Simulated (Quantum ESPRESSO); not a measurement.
**LiCl (Fm-3m): from Born charge to LO-TO splitting**

Wanted: the LO mode of LiCl (Fm-3m) from the TO mode and the field response.

Calculated with Quantum ESPRESSO 7.5; DFT LDA, scalar-relativistic, plane waves, PseudoDojo norm-conserving pseudopotentials.

The database entry behind the starting cell differs from later determinations by our own check (0.1 to 0.3 % short, probably kX units), so it need not match the best structure at ambient conditions.

## Step 1: The relaxed structure

Symmetry: Fm-3m, No. 225, cubic system. The conventional cell has a = 4.964 Å, b = 4.964 Å, c = 4.964 Å, α = 90.00°, β = 90.00°, γ = 90.00°. Nearest to Li lie 6 Cl at 2.48 Å. Nearest to Cl lie 6 Li at 2.48 Å. Farther neighbours and most contacts between anions are not listed.

This is the cell after its relaxation at this level of theory, not the database cell from which that began.

## Step 2: What the response run gave

A linear-response run on the relaxed cell, with the response to an electric field; only its zone-centre results are used. Cutoff 81 Ry, k mesh 8×8×8.

The program printed:

```text
[banners, grids, parts of the stress and lines that vanish by symmetry left out]
Program PHONON v.7.5
     Reading xml data from directory:

[...]
Exchange-correlation= PW
                           (   1   4   0   0   0   0   0)
[...]
(   8 q-points):
[...]
kinetic-energy cut-off    =      81.0000  Ry
     charge density cut-off    =     324.0000  Ry
     convergence threshold     =      1.0E-18
[...]
Exchange-correlation= PW
                           (   1   4   0   0   0   0   0)
[...]
q = (   0.0000000   0.0000000   0.0000000 )
     49 Sym.Ops. (with q -> -q+G )
     G cutoff =  722.3012  (  20179 G-vectors)     FFT grid: ( 40, 40, 40)
     number of k points=    29
[...]
Mode symmetry, O_h (m-3m)  point group:
[...]
Dielectric constant
[...]
End of electric fields calculation
          Dielectric constant in cartesian axis
          (       3.189027532       0.000000000      -0.000000000 )
          (       0.000000000       3.189027532       0.000000000 )
          (      -0.000000000       0.000000000       3.189027532 )
          Effective charges (d Force / dE) in cartesian axis without acoustic sum rule applied (asr)
           atom    1  Li    Mean Z*:        1.16591
      Ex  (        1.16591       -0.00000        0.00000 )
      Ey  (       -0.00000        1.16591        0.00000 )
      Ez  (        0.00000        0.00000        1.16591 )
           atom    2  Cl    Mean Z*:       -1.16681
      Ex  (       -1.16681        0.00000        0.00000 )
      Ey  (        0.00000       -1.16681       -0.00000 )
      Ez  (        0.00000       -0.00000       -1.16681 )
          Effective charges Sum: Mean:       -0.00090
[...]
Effective charges (d Force / dE) in cartesian axis with asr applied:
           atom    1  Li    Mean Z*:        1.16636
[...]
atom    2  Cl    Mean Z*:       -1.16636
[...]
Representation #   1 modes #   1   2   3
[...]
End of self-consistent calculation
     Convergence has been achieved
     Representation #   2 modes #   4   5   6
[...]
End of self-consistent calculation
     Convergence has been achieved
[...]
Dielectric constant in cartesian axis
          (       3.189027532       0.000000000      -0.000000000 )
          (       0.000000000       3.189027532       0.000000000 )
          (      -0.000000000       0.000000000       3.189027532 )
          Effective charges (d Force / dE) in cartesian axis without acoustic sum rule applied (asr)
           atom    1  Li    Mean Z*:        1.16591
[...]
Mode symmetry, C_s (m)     point group:
[...]
q = (    0.750000000  -0.250000000   0.750000000 )
[...]
Mode symmetry, C_s (m)     point group:
     freq (   1-   1) =        130.9  [cm-1]   --> A''
     freq (   2-   2) =        160.6  [cm-1]   --> A'
     freq (   3-   3) =        189.0  [cm-1]   --> A'
     freq (   4-   4) =        236.3  [cm-1]   --> A''
     freq (   5-   5) =        249.4  [cm-1]   --> A'
     freq (   6-   6) =        325.0  [cm-1]   --> A'
[...]
Mode symmetry, C_2v (mm2)  point group:
[...]
q = (    0.500000000   0.000000000   0.500000000 )
[...]
Mode symmetry, C_2v (mm2)  point group:
     freq (   1-   1) =        127.7  [cm-1]   --> B_1  D_3  S_3
     freq (   2-   2) =        144.2  [cm-1]   --> B_2  D_4  S_4
     freq (   3-   3) =        191.9  [cm-1]   --> A_1  D_1  S_1
     freq (   4-   4) =        230.3  [cm-1]   --> B_1  D_3  S_3
     freq (   5-   5) =        248.2  [cm-1]   --> B_2  D_4  S_4
     freq (   6-   6) =        360.6  [cm-1]   --> A_1  D_1  S_1
[...]
Mode symmetry, D_4h(4/mmm) point group:
[...]
Convergence has been achieved
[...]
Convergence has been achieved
[...]
Convergence has been achieved
[...]
Convergence has been achieved
[...]
q = (    0.000000000  -1.000000000   0.000000000 )
[...]
freq (    5) =       7.255273 [THz] =     242.009842 [cm-1]
     freq (    6) =       7.963074 [THz] =     265.619558 [cm-1]
[...]
Mode symmetry, D_4h(4/mmm) point group:
     freq (   1-   2) =        128.4  [cm-1]   --> E_u  X_5' M_5'
     freq (   3-   3) =        193.0  [cm-1]   --> A_2u X_4' M_4'
     freq (   4-   5) =        242.0  [cm-1]   --> E_u  X_5' M_5'
     freq (   6-   6) =        265.6  [cm-1]   --> A_2u X_4' M_4'
[...]
Mode symmetry, D_2d (-42m) point group:
[...]
Representation #   1 mode #   1
[...]
Convergence has been achieved
     Representation #   2 mode #   2
[...]
Convergence has been achieved
     Representation #   3 modes #   3   4
[...]
End of self-consistent calculation
     Convergence has been achieved
     Representation #   4 modes #   5   6
[...]
End of self-consistent calculation
     Convergence has been achieved
[...]
q = (   -0.500000000  -1.000000000   0.000000000 )
[...]
freq (    1) =       4.913647 [THz] =     163.901621 [cm-1]
     freq (    2) =       5.085494 [THz] =     169.633824 [cm-1]
     freq (    3) =       5.085494 [THz] =     169.633824 [cm-1]
     freq (    4) =       7.666202 [THz] =     255.716974 [cm-1]
     freq (    5) =       7.666202 [THz] =     255.716974 [cm-1]
     freq (    6) =       8.263014 [THz] =     275.624486 [cm-1]
[...]
Mode symmetry, D_2d (-42m) point group:
     freq (   1-   1) =        163.9  [cm-1]   --> A_1  X_1  W_1
     freq (   2-   3) =        169.6  [cm-1]   --> E    X_5  W_3
     freq (   4-   5) =        255.7  [cm-1]   --> E    X_5  W_3
     freq (   6-   6) =        275.6  [cm-1]   --> B_2  X_3  W_2

   JOB DONE.
```

```tsv
quantity	value
cell volume Ω (Å³)	30.587
mass of Li (u)	6.940
mass of Cl (u)	35.450
Born charge of Li, raw (e)	1.166
Born charge of Cl, raw (e)	-1.167
ε∞	3.189
ω(TO) after the sum rule (cm⁻¹)	228.6
```

## Step 3: The calculation

The charges must sum to zero over the cell; taking off their mean, 0.000 e, leaves Z* = 1.166 e on Li. In the polar mode Li moves against Cl, so the reduced mass is μ = 6.94 × 35.45 / 42.39 = 5.804 u.

A longitudinal wave builds up a field that adds to the restoring force: ω(LO)² = ω(TO)² + 4π Z*² / (μ Ω ε∞), in Hartree atomic units. With μ = 10580 electron masses and Ω = 206.41 bohr³ the second term is 2.4547e-06 Ha², or 118241 cm⁻² (1 Ha = 219474.6 cm⁻¹).

So ω(LO) = √(52258 + 118241) = 412.9 cm⁻¹, and by the Lyddane-Sachs-Teller relation ε₀ = ε∞ (ω(LO)/ω(TO))² = 10.40.

## Step 4: Check against the program

The analysis program adds the same non-analytic term to the full matrix, here for q along (1 0 0).

The program printed:

```text
[banner, memory and clock lines left out]
Program DYNMAT v.7.5

     Reading Dynamical Matrix from file x.dyn1
     ...Force constants read
     ...epsilon and Z* read

     Polarizability (A^3 units)
     multiply by 0.578143 for Clausius-Mossotti correction
         5.328247    0.000000   -0.000000
         0.000000    5.328247    0.000000
        -0.000000    0.000000    5.328247

     IR activities are in (D/A)^2/amu units

# mode   [cm-1]    [THz]      IR
    1     -0.00   -0.0000    0.0000
    2     -0.00   -0.0000    0.0000
    3      0.00    0.0000    0.0000
    4    228.60    6.8531    5.4078
    5    228.60    6.8531    5.4078
    6    412.91   12.3789    5.4078
```

ε₀ comes from the program's run without a direction of q.

```tsv
quantity	by hand	program
ω(LO) (cm⁻¹)	412.9	412.9
ε₀	10.40	10.40
```

## Step 5: Outcome

```yaml
to_mode: 228.6 cm⁻¹
lo_mode: 412.9 cm⁻¹
static_dielectric_constant: 10.40
```

In words: The LO mode of LiCl (Fm-3m) lies at 413 cm⁻¹, 184 cm⁻¹ above the TO mode; the formula meets the program within 0.1 cm⁻¹, as it must for a cubic crystal with one polar mode. ω(LO)² − ω(TO)² goes with Z*²/ε∞: an error of 5 % in ε∞ would move the LO mode by 6.9 cm⁻¹, and semilocal functionals tend to overestimate ε∞. These are harmonic values at zero temperature, at the volume of this functional, for the structure held cubic; stability elsewhere in the zone is no part of this calculation.

[Host names and launcher messages were left out of these logs when they were recorded.]

[Logs are printed without paths, hosts, clocks, repeated set-up lines and the standing remarks that a program may print on its own settings, such as how far it seeks lower states.]

[Hosts, paths, dates, database ids (printed as entryN), source tags and the programs' standing remarks are cut or masked in the printed files.]
